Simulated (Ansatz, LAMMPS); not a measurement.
# Glassy 67P2O5-33MgO (mol %) (80 atoms): a single point, part 2 of 2

Aim: energy, forces, charges and density of states of glassy 67P2O5-33MgO (mol %) (80 atoms) at a fixed geometry.

Ansatz 0.2.0; Kohn-Sham DFT, r2SCAN, PAW (set soft_2), plane waves.

The cell: 20 P, 5 Mg and 55 O. The quench rate of 25 K/ps far exceeds what a furnace or splat quench reaches. The starting topology of bonds comes from the classical model. The Brillouin zone is sampled at Γ only, in a cell whose shortest periodic width is 10 Å.

So far: The structure; Making the structure; Plane-wave single point.

### 3. Plane-wave single point (continued)

Valence density in the ac plane at fractional y = 0.466, with atoms of P and Mg and O within 0.2 Å of it. It is the smooth field of the valence electrons, not physical close to the nuclei.

Ten steps, logarithmic in the rise over the least value, from '0' (0 e/Å³) to '9' (20 e/Å³), each cell a mean:
```
54321234321233210000000111013
66432357642211100000000000125
55432467642221100000000000024
23221245432333210000000000012
01111111112356420000000000000
00000000001466520000000000000
00000000001244310000000000000
00000110012211100000000000000
00000110168720000000000000000
00000000279840000000000110000
00000000146510000000012442100
00000000111000000000125675200
22210011110000000000125775211
45531011110000000000013553212
67641000000000000000001121113
46531000000000000000000111112
22210000000000000000000233211
00000000000011111111101244310
00000000000122222344322333210
00001111000122113567642222100
00001111000122123567642022100
00000000000123322344432222100
00000000000234421111112232100
21100011101245421000001221101
```
Columns run along a (10.3 Å), rows up along c (10.3 Å). Atoms in or near the plane, at fractional coordinates: P at (0.50, 0.16), P at (0.80, 0.14), Mg at (0.36, 0.60), O at (0.82, 0.48), O at (0.65, 0.16), O at (0.26, 0.90).

Mean Löwdin charges: Mg +1.67, O -0.84, P +2.30 e (they miss 1.7 % of the electrons, so they add up to more than the cell's charge).

### 4. Distances and neighbours

These statistics describe the geometry on which the runs were made.

Density 2.44 g/cm³, 13.80 Å³ an atom.

Pair distribution functions g(r), in bins of 0.2 Å:

| r (Å) | total | O-O | O-P | O-Mg | P-P | P-Mg | Mg-Mg |
| --- | --- | --- | --- | --- | --- | --- | --- |
| 1.40 | 1.14 | 0.00 | 3.31 | 0.00 | 0.00 | 0.00 | 0.00 |
| 1.60 | 3.29 | 0.00 | 9.59 | 0.00 | 0.00 | 0.00 | 0.00 |
| 1.80 | 0.27 | 0.00 | 0.67 | 0.45 | 0.00 | 0.00 | 0.00 |
| 2.00 | 0.47 | 0.00 | 0.22 | 4.67 | 0.00 | 0.00 | 0.00 |
| 2.20 | 0.28 | 0.23 | 0.00 | 2.06 | 0.00 | 0.00 | 0.00 |
| 2.40 | 1.41 | 2.93 | 0.00 | 0.28 | 0.00 | 0.00 | 0.00 |
| 2.60 | 1.34 | 2.83 | 0.00 | 0.00 | 0.00 | 0.00 | 0.00 |
| 2.80 | 0.23 | 0.45 | 0.05 | 0.00 | 0.00 | 0.00 | 0.00 |
| 3.00 | 0.54 | 0.73 | 0.18 | 0.37 | 1.19 | 0.93 | 0.00 |
| 3.20 | 1.03 | 0.87 | 0.50 | 0.93 | 4.56 | 2.56 | 0.00 |
| 3.40 | 0.86 | 0.91 | 0.56 | 0.55 | 0.58 | 4.17 | 6.18 |
| 3.60 | 0.80 | 0.70 | 1.13 | 0.85 | 0.00 | 0.33 | 0.00 |
| 3.80 | 1.38 | 0.75 | 2.49 | 1.33 | 0.45 | 0.64 | 2.54 |
| 4.00 | 1.31 | 0.86 | 2.05 | 1.72 | 0.55 | 0.81 | 0.00 |
| 4.20 | 1.06 | 0.97 | 1.29 | 0.82 | 1.01 | 0.49 | 2.02 |
| 4.40 | 1.00 | 0.93 | 0.87 | 1.81 | 1.12 | 0.90 | 1.75 |
| 4.60 | 1.06 | 1.17 | 0.74 | 1.45 | 1.55 | 0.83 | 0.00 |
| 4.80 | 1.22 | 1.60 | 0.87 | 0.82 | 1.14 | 0.76 | 0.00 |
| 5.00 | 0.94 | 1.03 | 0.80 | 0.71 | 1.41 | 0.90 | 0.00 |

Bonds by pair of elements; cutoffs follow the first minimum of g(r), held within bounds set by covalent radii, and pairs that aren't listed don't count as bonded:

| pair A-B | cutoff (Å) | bonds | mean length (Å) | spread (Å) | shortest (Å) | B about A | A about B |
| --- | --- | --- | --- | --- | --- | --- | --- |
| O-P | 2.11 | 84 | 1.57 | 0.089 | 1.45 | 1.53 | 4.2 |
| O-Mg | 2.68 | 20 | 2.07 | 0.105 | 1.86 | 0.364 | 4 |

How many atoms have how many bonded neighbours:

| element | mean | 1 | 2 | 3 | 4 | 5 | 6 |
| --- | --- | --- | --- | --- | --- | --- | --- |
| Mg | 4 | 0 | 0 | 0 | 5 | 0 | 0 |
| O | 1.89 | 9 | 43 | 3 | 0 | 0 | 0 |
| P | 4.2 | 0 | 0 | 0 | 17 | 2 | 1 |

Bond angles (no mean is given where the spread exceeds 20°):

| angle | count | mean (°) | spread (°) |
| --- | --- | --- | --- |
| O-P-O | 137 | 109 | 15.1 |
| O-Mg-O | 30 | 109 | 19.3 |
| P-O-P | 29 | 166 | 8.3 |
| Mg-O-P | 20 | 139 | 15.5 |
| Mg-O-Mg | 3 | 109 | 12.7 |

Oxygen atoms by the number of network formers (Si, P, Ge, B, Al, As, Ga) bound to them:

| network formers bound to O | O atoms | per cent |
| --- | --- | --- |
| 0 | 0 | 0 |
| 1 | 26 | 47.3 |
| 2 | 29 | 52.7 |

Network units: each former by its oxygen neighbours and how many of them bridge to another former:

| former | O neighbours | bridging O | atoms |
| --- | --- | --- | --- |
| P | 4 | 1 | 1 |
| P | 4 | 2 | 5 |
| P | 4 | 3 | 11 |
| P | 5 | 4 | 2 |
| P | 6 | 6 | 1 |

Bond length by coordination (bonds to H left out):

| element | coordination | atoms | mean bond length (Å) |
| --- | --- | --- | --- |
| O | 1 | 9 | 1.49 |
| O | 2 | 43 | 1.65 |
| O | 3 | 3 | 1.96 |
| P | 4 | 17 | 1.54 |
| P | 5 | 2 | 1.66 |
| P | 6 | 1 | 1.76 |

Rings of the network by King's shortest-path rule, up to 12 atoms, one path for each pair of neighbours; H, halogens, alkali and alkaline-earth atoms are left out, and the last column divides by all other atoms, bonded or not:

| ring size (atoms) | rings | per network atom |
| --- | --- | --- |
| 8 | 1 | 0.013 |
| 10 | 1 | 0.013 |
| 12 | 2 | 0.027 |

For some of the pairs, g(r) has its first main peak near 2.5 Å (O-O), 1.5 Å (O-P), 2.1 Å (O-Mg), 3.1 Å (P-P) and 3.4 Å (P-Mg). Counting bonds as in the table, all Mg atoms have 4, 78 % of O atoms have 2 and 85 % of P atoms have 4 bonded neighbours. The O-P-O angle averages 109° with a spread of 15°. 53 % of the oxygens bridge two formers (P) and 47 % are non-bridging. The commonest P unit has 4 oxygens, 3 of them shared with other formers (11 of 20 atoms). Rings of 12 atoms are the most common (50 % of those counted); sizes run from 8 to 12, where the search stops.

Local excerpt of 11 atoms (numbers count through the whole input) about P16, which bears the longest force; x, y, z are measured from there.

| atom | x | y | z | distance (Å) | bonds | Löwdin charge (e) | Fx | Fy | Fz (eV/Å) |
| --- | --- | --- | --- | --- | --- | --- | --- | --- | --- |
| P16 | 0.00 | 0.00 | 0.00 | 0.00 | 4 | 2.31 | -0.49 | 1.28 | -5.12 |
| O67 | -0.26 | -0.70 | -1.30 | 1.50 | 1 | -0.89 | 0.56 | 0.21 | 1.52 |
| O35 | 0.00 | -1.05 | 1.12 | 1.54 | 2 | -0.76 | -0.13 | -1.76 | 3.45 |
| O54 | -1.05 | 1.10 | 0.22 | 1.54 | 2 | -0.77 | -0.61 | 0.24 | 1.24 |
| O79 | 1.41 | 0.68 | 0.01 | 1.57 | 2 | -0.78 | -0.58 | -0.75 | 1.30 |
| O42 | 0.70 | 1.88 | -2.40 | 3.12 | 2 | -0.97 | 1.17 | -1.03 | -0.53 |
| P12 | 0.13 | -2.10 | 2.31 | 3.13 | 4 | 2.30 | -1.44 | 0.40 | -0.29 |
| P19 | 2.68 | 1.64 | -0.09 | 3.14 | 4 | 2.29 | -1.02 | 1.64 | -1.54 |
| O43 | 0.80 | 1.75 | 2.60 | 3.23 | 1 | -0.91 | 0.25 | 0.30 | -0.34 |
| P2 | -2.09 | 2.48 | 0.17 | 3.25 | 5 | 2.27 | 4.51 | 1.52 | -0.63 |
| O40 | -1.40 | 2.71 | -1.38 | 3.35 | 2 | -0.80 | -1.38 | 0.12 | 0.35 |

The column of bonds counts only the pairs O-P within 2.11 Å, O-Mg within 2.68 Å; other neighbours, such as metal atoms beside each other in a compound, aren't counted, and periodic images can show an atom twice.

### 5. Results

* free energy per atom: -701.4345 eV/atom
* pressure: -5.849 GPa
* r.m.s. force component: 1.344 eV/Å
* gap (highest filled to lowest empty level): 2.65 eV
* wall time of the 1 DFT run: 20 s

What this shows: Filled and empty levels are parted by 2.65 eV (at Γ alone); a semilocal functional tends to put such gaps too low. In a disordered cell it changes from sample to sample, and tail or defect levels can set it. Counting bonds as in the table, all Mg atoms have 4, 78 % of O atoms have 2 and 85 % of P atoms have 4 bonded neighbours. 53 % of the oxygens bridge two formers (P) and 47 % are non-bridging.

What to keep in mind: The force components of 1.3 eV/Å r.m.s. come partly from thermal motion and partly from the difference between the classical potential and DFT. The pressure of -5.8 GPa is that of one thermal frame, in which the classical model's bond lengths enter as well as the volume, without the kinetic term.

[Logs are printed without paths, hosts, clocks, repeated set-up lines and the standing remarks that a program may print on its own settings, such as how far it seeks lower states.]

[Hosts, paths, dates, database ids (printed as entryN), source tags and the programs' standing remarks are cut or masked in the printed files.]
